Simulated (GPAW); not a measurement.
# diamond-type (Si)₁₋ₓ(Ge)ₓ at x = 0.25: the Si K absorption edge, part 2 of 3

Aim: the Si K edge in diamond-type (Si)₁₋ₓ(Ge)ₓ at x = 0.25, one member of a composition series.

GPAW 26.7.0; X-ray absorption from dipole matrix elements to empty bands, plane-wave PAW LDA.

So far. Step 3 (Ground state of the crystal): The mesh shows a gap of 0.36 eV. The excited electron is kept all the same, so that all members of the series, with or without a gap, are treated alike.

## (5) Spectrum with XCH, Si atom 1

The holes are 7.8 Å apart. In GPAW the data set carries the hole's charge, so charge=0 means a charged cell and charge=-1 a neutral one. The excited electron is kept in the cell, where it fills the lowest empty states and screens the hole. After the field has converged, empty bands are computed with the density fixed and the dipole matrix elements are summed.

The absorber has 1 Si at 2.35 Å, 1 Si at 2.36 Å, 1 Si at 2.37 Å and 1 Ge at 2.39 Å (tetrahedral).

Contents of xas.py:

```python
import numpy as np
from ase import Atoms
from ase.parallel import parprint, paropen
from gpaw import GPAW, PW, FermiDirac, Mixer, MixerDif, setup_paths
from gpaw.test import gen
setup_paths.insert(0, '.')
gen('Si', name='fch1s', xcname='LDA', corehole=(1, 0, 1), write_xml=True)
from gpaw.mpi import world
world.barrier()

atoms = Atoms('Si4Ge2SiGe2Si7',
    cell=[[0, 5.48775, 5.48775],
     [5.48775, 0, 5.48775],
     [5.48775, 5.48775, 0]],
    scaled_positions=[[0.998015, 0.0057001, 0.0004011],
     [0.1223785, 0.1234213, 0.129048],
     [0.9987597, 0.0036524, 0.4998673],
     [0.1258761, 0.1236165, 0.6266981],
     [0.99947, 0.4985833, 0.0006697],
     [0.1253926, 0.6278442, 0.1274004],
     [0.9973323, 0.4956902, 0.5037315],
     [0.1284318, 0.6259039, 0.6185431],
     [0.5001378, 0.9993324, 0.9990412],
     [0.6258623, 0.1268474, 0.1252083],
     [0.5009491, 0.0004329, 0.4986791],
     [0.6266707, 0.1271166, 0.6197889],
     [0.5032823, 0.4988391, 0.9996007],
     [0.624514, 0.6216402, 0.1264726],
     [0.5063884, 0.499174, 0.4972088],
     [0.6253755, 0.6251838, 0.6258858]],
    pbc=True)
atoms.calc = calc = GPAW(legacy_gpaw=True, mode=PW(400, force_complex_dtype=True), xc='LDA', setups={0: 'fch1s'},
    kpts={'size': (3, 3, 3), 'gamma': True}, occupations=FermiDirac(0.04),
    charge=-1, mixer=Mixer(0.1, 5, 50), maxiter=150,
    convergence={'density': 0.0001, 'eigenstates': 1e-6}, txt='scf.txt')
energy = atoms.get_potential_energy() + calc.get_reference_energy()
ef = calc.get_fermi_level()
out = dict(energy=energy, fermi=ef, forces=atoms.get_forces().tolist())
parprint(f'all-electron energy {energy:.4f} eV, Fermi level {ef:.4f} eV')
ev = np.array([[calc.get_eigenvalues(k, s) for k in range(len(calc.get_ibz_k_points()))] for s in range(calc.get_number_of_spins())])
out['homo'], out['lumo'], out['counts'] = ev[ev < ef].max(), ev[ev > ef].min(), sorted(set((ev < ef).sum((0, 2)).tolist()))
out['filled'] = (ev[:, 0] < ef).sum(1).tolist()

from ase.units import Ha
from gpaw.xas import dipole_matrix_elements
nb = int(calc.get_number_of_electrons() / 2) + 169
top, nb = nb, nb + 8 + nb // 12
nscf = calc.fixed_density(kpts={'size': (4, 4, 4), 'gamma': True}, nbands=nb,
    convergence={'bands': top, 'eigenstates': 5e-3}, maxiter=60, txt='nscf.txt')
cell = atoms.cell.array
ops = [cell.T @ U.T @ np.linalg.inv(cell.T) for U in nscf.wfs.kd.symmetry.op_scc]
filled = [32]  # bands filled in the ground state, by spin
E = np.arange(-6, 30, 0.1)
fwhm = np.interp(E, [4, 25], [0.9, 3.5])
Y, X, zero, highest = 0, 0, 1e9, 1e9
for spin in range(nscf.get_number_of_spins()):
    wfs = nscf.wfs
    mine = wfs.bd.get_slice()  # this rank's bands
    A = dipole_matrix_elements(wfs.setups[0])
    eps = np.zeros((wfs.kd.nibzkpts, nb))
    d = np.zeros((3, A.shape[1], wfs.kd.nibzkpts, nb), complex)
    for kpt in wfs.kpt_u:
        if kpt.s == spin and 0 in kpt.P_ani:
            eps[kpt.k, mine] = kpt.eps_n * Ha
            d[:, :, kpt.k, mine] = (kpt.weight * wfs.nspins / 2) ** 0.5 * np.inner(A, kpt.P_ani[0])
    world.sum(eps)
    world.sum(d)
    T = np.einsum('amkn,bmkn->abkn', d, d.conj()).real
    T = sum(np.einsum('ai,ijkn,bj->abkn', R, T, R) for R in ops) / len(ops)
    empty = np.ones_like(eps, bool) & (np.arange(nb) >= filled[spin])
    zero, highest = min(zero, eps[empty].min()), min(highest, eps[:, top - 1].min())
    lines = [(eps, T, empty)] if spin == 0 else lines + [(eps, T, empty)]
for eps, T, empty in lines:
    f = np.einsum('aakn->akn', T).reshape(3, -1)
    x = eps.ravel() - zero
    w = np.interp(x, E, fwhm) / 2.35482
    g = np.exp(-0.5 * ((E[:, None] - x) / w) ** 2) / (w * (2 * np.pi) ** 0.5)
    Y = Y + (f * empty.ravel()) @ g.T
    X = X + (f * ~empty.ravel()) @ g.T
out.update(E=E.round(2).tolist(), xas=Y.tolist(), xes=X.tolist(), zero=zero, valid=highest - zero, nk=len(eps), nb=nb)
for i in range(0, len(E), 10):
    parprint(f'{E[i]:7.2f}', *(f'{v:10.3e}' for v in Y[:, i]))
import json
with paropen('out.json', 'w') as f:
    json.dump(out, f)
```

Run with:

```
> OMP_NUM_THREADS=1 mpirun -n 4 gpaw python xas.py
```

Numbers of over 12 decimals in the logs are rounded to 6 here.

What it wrote:

```text
Input parameters:
  charge: -1
  convergence: {density: 0.0001,
                eigenstates: 1e-06}
  kpts: {gamma: True,
         size: (3, 3, 3)}
  maxiter: 150
  mixer: {backend: pulay,
          beta: 0.1,
          method: separate,
          nmaxold: 5,
          weight: 50}
  mode: {ecut: 400.0,
         force_complex_dtype: True,
         name: pw}
  occupations: {fixmagmom: False,
                name: fermi-dirac,
                width: 0.04}
  setups: {0: fch1s}

Initialize ...

[... PAW data sets ...]

Reference energy: -320522.237577  # eV

Spin-paired calculation

[... convergence settings ...]
Symmetries present (total): 1
  [... symmetry matrices ...]

27 k-points: 3 x 3 x 3 Monkhorst-Pack grid
14 k-points in the irreducible part of the Brillouin zone
       k-points in crystal coordinates                weights
   0:     0.00000000    0.00000000    0.00000000          1/27
   1:     0.00000000    0.00000000    0.33333333          2/27
   2:     0.00000000    0.33333333   -0.33333333          2/27
   3:     0.00000000    0.33333333    0.00000000          2/27
   4:     0.00000000    0.33333333    0.33333333          2/27
   5:     0.33333333   -0.33333333   -0.33333333          2/27
   6:     0.33333333   -0.33333333    0.00000000          2/27
   7:     0.33333333   -0.33333333    0.33333333          2/27
   8:     0.33333333    0.00000000   -0.33333333          2/27
   9:     0.33333333    0.00000000    0.00000000          2/27
          ...
  13:     0.33333333    0.33333333    0.33333333          2/27

Wave functions: Plane wave expansion
  Cutoff energy: 400.000 eV
  Number of coefficients (min, max): 5960, 6039
  Pulay-stress correction: 0.000000 eV/Ang^3 (de/decut=0.000000)
  Using FFTW library
  Wavefunction extrapolation:
    Improved wavefunction reuse through dual PAW basis

Occupation numbers: Fermi-Dirac:
  width: 0.0400  # eV

Eigensolver
   Davidson(niter=2)

Densities:
  Coarse grid: 36*36*36 grid
  Fine grid: 72*72*72 grid
  Total Charge: 0.000000

Density mixing:
  Method: separate
  Backend: pulay
  Linear mixing parameter: 0.1
  old densities: 5
  Width of damping distribution: 1.1
  Damping of long wavelength oscillations: 50

[... Hamiltonian set-up ...]
Number of atoms: 16
Number of atomic orbitals: 64
Number of bands in calculation: 43
Number of valence electrons: 65
Bands to converge: occupied

... initialized

Initializing position-dependent things.

Density initialized from atomic densities
Creating initial wave functions:
  43 bands from LCAO basis set

                         Si            Ge
                 Ge
                            Si
                  Si            Si
                   Si
          Si         SiSi

            Si            Ge
                 Si
                 Ge

                   Si
           Si

Atomic positions and initial magnetic moments

Positions:
   0 Si     0.033482    5.479058    5.508138    ( 0.0000,  0.0000,  0.0000)
   1 Si     1.385488    1.379766    1.348888    ( 0.0000,  0.0000,  0.0000)
   2 Si     2.763190    8.224090    5.500987    ( 0.0000,  0.0000,  0.0000)
   3 Si     4.117539    4.129939    1.369153    ( 0.0000,  0.0000,  0.0000)
   4 Ge     2.739776    5.488517    8.220942    ( 0.0000,  0.0000,  0.0000)
   5 Ge     4.144594    1.387265    4.133575    ( 0.0000,  0.0000,  0.0000)
   6 Si     5.484576    8.237463    8.193334    ( 0.0000,  0.0000,  0.0000)
[...]
13 Si     4.105456    4.121227    6.838583    ( 0.0000,  0.0000,  0.0000)
  14 Si     5.467900    5.507491    5.518275    ( 0.0000,  0.0000,  0.0000)
  15 Si     6.865557    6.866609    6.862757    ( 0.0000,  0.0000,  0.0000)

Unit cell:
           periodic     x           y           z      points  spacing
  1. axis:    yes    0.000000    5.487750    5.487750    36     0.1760
  2. axis:    yes    5.487750    0.000000    5.487750    36     0.1760
  3. axis:    yes    5.487750    5.487750    0.000000    36     0.1760

  Lengths:   7.760850   7.760850   7.760850
  Angles:   60.000000  60.000000  60.000000

Effective grid spacing dv^(1/3) = 0.1921

iter:   1  -105.836956
iter:   2  -103.681767   -1.65  -0.78
iter:   3  -101.931843   -1.50  -0.84
iter:   4  -101.695150   -2.43  -1.01
iter:   5  -101.650019   -2.48  -1.25
iter:   6  -101.645932   -2.86  -1.85
iter:   7  -101.620936c  -3.41  -1.88
iter:   8  -101.624853c  -3.37  -2.26
iter:   9  -101.615766c  -3.69  -2.36
iter:  10  -101.615707c  -5.33  -3.05
iter:  11  -101.615601c  -5.37  -3.14
iter:  12  -101.615607c  -5.50  -3.34
iter:  13  -101.615585c  -6.73c -3.52
iter:  14  -101.615574c  -6.16c -3.69
iter:  15  -101.615573c  -6.77c -3.79
iter:  16  -101.615573c  -8.34c -4.13c

Converged after 16 iterations.

Dipole moment: (-25.522896, -23.108475, -24.832196) |e|*Ang

Energy contributions relative to reference atoms: (reference = -320522.237577)

Kinetic:       +149.732092
Potential:     -136.847822
External:        +0.000000
XC:            -114.329244
Entropy (-ST):   -0.025178
Local:           -0.158010
SIC:             +0.000000
--------------------------
Free energy:   -101.628162
Extrapolated:  -101.615573

Showing only first 2 kpts
 Kpt  Band  Eigenvalues  Occupancy
  0    30      5.20160    2.00000
  0    31      5.23036    2.00000
  0    32      5.28073    1.99999
  0    33      5.66079    1.92716

  1    30      4.71977    2.00000
  1    31      4.74527    2.00000
  1    32      5.82900    0.56604
[...]
Fermi level: 5.79181

No gap
No difference between direct/indirect transitions

Forces in eV/Ang:
  0 Si    0.17070   -0.19519    0.20162
  1 Si    0.09975    0.05769   -0.03817
  2 Si    0.01481   -0.04370   -0.14156
  3 Si   -0.09521   -0.15537    0.11538
  4 Ge   -0.04438   -0.27275   -0.11256
  5 Ge   -0.19089    0.27918   -0.19393
  6 Si    0.24229    0.04830   -0.09170
[...]
13 Si    0.01174    0.02062   -0.11745
 14 Si   -0.02719    0.01115    0.01133
 15 Si   -0.02931   -0.01825   -0.02726
Scalar-relativistic atomic LDA calculation for Si (Silicon, Z=14)
Core hole in 1s state (1s occupation: 1.0)
450 radial gridpoints.
|------------------------------------------------|
|------------------------------------------------|
[... the atom generator's iteration count ...]

Energy contributions:
-------------------------
Kinetic:     +220.780583
XC:           -16.024777
Potential:   -425.439960
-------------------------
Total:       -220.684154

state      eigenvalue         ekin         rmax
-----------------------------------------------
1s^1.0 :   -70.908741    95.421565        0.072
2s^2.0 :    -6.456485    14.802915        0.434
2p^6.0 :    -4.992185    14.606350        0.356
3s^2.0 :    -0.832237     2.282916        1.576
3p^2.0 :    -0.531202     1.774628        1.742
-----------------------------------------------
(units: Bohr and Hartree)

Generating PAW setup
Kinetic energy of the core from tauc = 213.098295270902
Cutoffs:
rc(s)=2.000
rc(p)=2.000
rc(d)=2.000
rc(vbar)=1.800
rc(comp)=2.000
rc(nct)=2.000

Kinetic energy of the core states: 212.665494
Charge: 1.0
Core electrons: 9.0
Valence electrons: 4.0
Pseudo-core charge: 0.076274
Shape function alpha=2.500
Pseudo-electron charge 4.459138
state    eigenvalue         norm
--------------------------------
3s(2) :    -0.832237     1.189334
*s    :     0.167763
3p(2) :    -0.531202     1.002098
*p    :     0.468798
*d    :     0.000000
--------------------------------

Diagonalizing with gridspacing h=0.050

state   all-electron     PAW
-------------------------------
3s:      -0.832237    -0.832487
3p:      -0.531202    -0.531501
*d:                   -0.147046
*f:                   -0.019078
-------------------------------
all-electron energy -320623.8531 eV, Fermi level 5.7918 eV
[...]
27.00  4.712e-06  4.755e-06  4.754e-06
  28.00  4.523e-06  4.532e-06  4.515e-06
  29.00  4.173e-06  4.149e-06  4.109e-06
```

Elapsed: 4.2 min, on 4 MPI ranks of Arm Neoverse V2, shared host; peak memory 0.63 GiB; 17 min of CPU time.

The Si K spectrum, Si atom 1, excited-electron core hole (neutral cell) (energy from the bottom of the conduction band, which holds the excited electron; intensity scaled to a mean of 1 over the first 20 eV):

| E (eV) | isotropic | ε ∥ x | ε ∥ y | ε ∥ z |
| --- | --- | --- | --- | --- |
| -2.0 | 0.00 | 0.00 | 0.00 | 0.00 |
| -1.5 | 0.00 | 0.00 | 0.00 | 0.00 |
| -1.0 | 0.00 | 0.00 | 0.00 | 0.00 |
| -0.5 | 0.01 | 0.01 | 0.01 | 0.02 |
| 0.0 | 0.14 | 0.13 | 0.13 | 0.16 |
| 0.5 | 0.54 | 0.52 | 0.52 | 0.58 |
| 1.0 | 1.03 | 1.03 | 1.02 | 1.05 |
| 1.5 | 1.34 | 1.33 | 1.33 | 1.35 |
| 2.0 | 1.26 | 1.27 | 1.25 | 1.27 |
| 2.5 | 1.13 | 1.16 | 1.13 | 1.09 |
| 3.0 | 1.43 | 1.46 | 1.46 | 1.37 |
| 3.5 | 1.78 | 1.81 | 1.81 | 1.71 |
| 4.0 | 1.76 | 1.77 | 1.78 | 1.72 |
| 4.5 | 1.32 | 1.29 | 1.33 | 1.34 |
| 5.0 | 1.01 | 0.98 | 0.99 | 1.05 |
| 5.5 | 0.87 | 0.86 | 0.85 | 0.91 |
| 6.0 | 0.88 | 0.88 | 0.88 | 0.89 |
| 6.5 | 1.19 | 1.18 | 1.20 | 1.20 |
| 7.0 | 1.35 | 1.33 | 1.34 | 1.38 |
| 7.5 | 1.06 | 1.04 | 1.04 | 1.10 |
| 8.0 | 0.82 | 0.81 | 0.80 | 0.85 |
| 8.5 | 0.86 | 0.85 | 0.85 | 0.87 |
| 9.0 | 1.04 | 1.05 | 1.04 | 1.04 |
| 9.5 | 1.15 | 1.17 | 1.15 | 1.13 |
| 10.0 | 1.11 | 1.12 | 1.11 | 1.09 |
| 10.5 | 1.02 | 1.03 | 1.03 | 1.00 |
| 11.0 | 0.97 | 0.97 | 0.98 | 0.95 |
| 11.5 | 0.97 | 0.97 | 0.98 | 0.96 |
| 12.0 | 1.03 | 1.04 | 1.03 | 1.02 |
| 12.5 | 1.09 | 1.11 | 1.10 | 1.07 |
| 13.0 | 1.10 | 1.12 | 1.11 | 1.08 |
| 13.5 | 1.03 | 1.04 | 1.04 | 1.02 |
| 14.0 | 0.90 | 0.90 | 0.91 | 0.90 |
| 14.5 | 0.77 | 0.77 | 0.78 | 0.77 |
| 15.0 | 0.69 | 0.70 | 0.69 | 0.69 |
| 15.5 | 0.68 | 0.70 | 0.68 | 0.66 |
| 16.0 | 0.71 | 0.74 | 0.72 | 0.69 |
| 16.5 | 0.76 | 0.78 | 0.78 | 0.73 |
| 17.0 | 0.80 | 0.81 | 0.82 | 0.78 |
| 17.5 | 0.82 | 0.81 | 0.83 | 0.81 |
| 18.0 | 0.81 | 0.79 | 0.82 | 0.81 |
| 18.5 | 0.79 | 0.77 | 0.79 | 0.80 |
| 19.0 | 0.77 | 0.75 | 0.76 | 0.79 |
| 19.5 | 0.76 | 0.75 | 0.75 | 0.79 |
| 20.0 | 0.76 | 0.75 | 0.75 | 0.78 |
| 20.5 | 0.75 | 0.74 | 0.75 | 0.77 |
| 21.0 | 0.73 | 0.72 | 0.73 | 0.75 |
| 21.5 | 0.71 | 0.70 | 0.70 | 0.72 |
| 22.0 | 0.68 | 0.67 | 0.67 | 0.69 |
| 22.5 | 0.66 | 0.66 | 0.65 | 0.66 |
| 23.0 | 0.65 | 0.66 | 0.64 | 0.66 |
| 23.5 | 0.67 | 0.68 | 0.66 | 0.68 |
| 24.0 | 0.71 | 0.72 | 0.70 | 0.71 |
| 24.5 | 0.76 | 0.76 | 0.75 | 0.76 |
| 25.0 | 0.80 | 0.81 | 0.80 | 0.81 |
| 25.5 | 0.84 | 0.84 | 0.84 | 0.84 |
| 26.0 | 0.85 | 0.85 | 0.86 | 0.86 |
| 26.5 | 0.85 | 0.85 | 0.86 | 0.86 |

Main maxima below 24 eV (height): 1.7 eV (1.37), 3.7 eV (1.82), 6.9 eV (1.36), 9.6 eV (1.15), 12.8 eV (1.11) and 17.5 eV (0.82). A K edge sees empty p states on the absorber.

The total-energy difference is 1843.64 eV. One term is added: -14.86 eV, since the hole is spin-paired here and a spin-polarised one costs that much less in the free atom (computed apart). The photon energy is then 1828.78 eV. The tabulated edge of the element is 1839 eV. The functional leaves an error in such absolute values: in the free atom LDA prices this hole 7.8 eV below PBE (computed apart), and PBE is itself good to a few eV.

## (6) Cell without a hole, the energy reference

The absorbing element, whose data set is made anew, changes for the next run, so it gets a reference energy of its own.

Contents of scf.py:

```python
import numpy as np
from ase import Atoms
from ase.parallel import parprint, paropen
from gpaw import GPAW, PW, FermiDirac, Mixer, MixerDif, setup_paths
from gpaw.test import gen
setup_paths.insert(0, '.')
gen('Ge', name='nch1s', xcname='LDA', corehole=(1, 0, 0), write_xml=True)
from gpaw.mpi import world
world.barrier()

atoms = Atoms('Si4Ge2SiGe2Si7',
    cell=[[0, 5.48775, 5.48775],
     [5.48775, 0, 5.48775],
     [5.48775, 5.48775, 0]],
    scaled_positions=[[0.998015, 0.0057001, 0.0004011],
     [0.1223785, 0.1234213, 0.129048],
     [0.9987597, 0.0036524, 0.4998673],
     [0.1258761, 0.1236165, 0.6266981],
     [0.99947, 0.4985833, 0.0006697],
     [0.1253926, 0.6278442, 0.1274004],
     [0.9973323, 0.4956902, 0.5037315],
     [0.1284318, 0.6259039, 0.6185431],
     [0.5001378, 0.9993324, 0.9990412],
     [0.6258623, 0.1268474, 0.1252083],
     [0.5009491, 0.0004329, 0.4986791],
     [0.6266707, 0.1271166, 0.6197889],
     [0.5032823, 0.4988391, 0.9996007],
     [0.624514, 0.6216402, 0.1264726],
     [0.5063884, 0.499174, 0.4972088],
     [0.6253755, 0.6251838, 0.6258858]],
    pbc=True)
atoms.calc = calc = GPAW(legacy_gpaw=True, mode=PW(400, force_complex_dtype=True), xc='LDA', setups={5: 'nch1s'},
    kpts={'size': (3, 3, 3), 'gamma': True}, occupations=FermiDirac(0.02),
    charge=0, mixer=Mixer(0.1, 5, 50), maxiter=150,
    convergence={'density': 0.0001, 'eigenstates': 1e-6}, txt='scf.txt')
energy = atoms.get_potential_energy() + calc.get_reference_energy()
ef = calc.get_fermi_level()
out = dict(energy=energy, fermi=ef, forces=atoms.get_forces().tolist())
parprint(f'all-electron energy {energy:.4f} eV, Fermi level {ef:.4f} eV')
ev = np.array([[calc.get_eigenvalues(k, s) for k in range(len(calc.get_ibz_k_points()))] for s in range(calc.get_number_of_spins())])
out['homo'], out['lumo'], out['counts'] = ev[ev < ef].max(), ev[ev > ef].min(), sorted(set((ev < ef).sum((0, 2)).tolist()))
out['filled'] = (ev[:, 0] < ef).sum(1).tolist()
import json
with paropen('out.json', 'w') as f:
    json.dump(out, f)
```

Run with:

```
> OMP_NUM_THREADS=1 mpirun -n 4 gpaw python scf.py
```

What it wrote:

```text
Input parameters:
  convergence: {density: 0.0001,
                eigenstates: 1e-06}
  kpts: {gamma: True,
         size: (3, 3, 3)}
  maxiter: 150
  mixer: {backend: pulay,
          beta: 0.1,
          method: separate,
          nmaxold: 5,
          weight: 50}
  mode: {ecut: 400.0,
         force_complex_dtype: True,
         name: pw}
  occupations: {fixmagmom: False,
                name: fermi-dirac,
[...]
4s(2) :    -0.438785     1.111852
*s    :     0.561215
4p(2) :    -0.148734     1.010717
*p    :     0.851266
*d    :     0.000000
--------------------------------

Diagonalizing with gridspacing h=0.050

state   all-electron     PAW
-------------------------------
4s:      -0.438785    -0.439067
4p:      -0.148734    -0.148919
*d:                    0.033272
*f:                    0.068661
-------------------------------
all-electron energy -322467.4919 eV, Fermi level 5.5010 eV
[key lines of the parts left out:]
Converged after 16 iterations.
Dipole moment: (-24.780099, -22.591453, -24.172614) |e|*Ang
Free energy:    -91.662886
Fermi level: 5.50096
```

The job ended after 28 s (4 MPI ranks; peak memory 0.29 GiB; 1.8 min of CPU time).

Reference energy: -322467.492 eV with the cores included.

(Continued in part 3 of 3.)

[Banner, clock and machine lines of the logs are left out without a mark of their own.]

[Logs are printed without paths, hosts, clocks, repeated set-up lines and the standing remarks that a program may print on its own settings, such as how far it seeks lower states.]

[Hosts, paths, dates, database ids (printed as entryN), source tags and the programs' standing remarks are cut or masked in the printed files.]

[Lists of maxima count a maximum above −3 eV only where it reaches 4 % of the highest in the window and stands out from its surroundings by 2 % of it (1.5 % where it reaches 55 %); shoulders and weaker maxima are passed over, and of the rest the first, up to two pre-edge ones and the few strongest are named.]
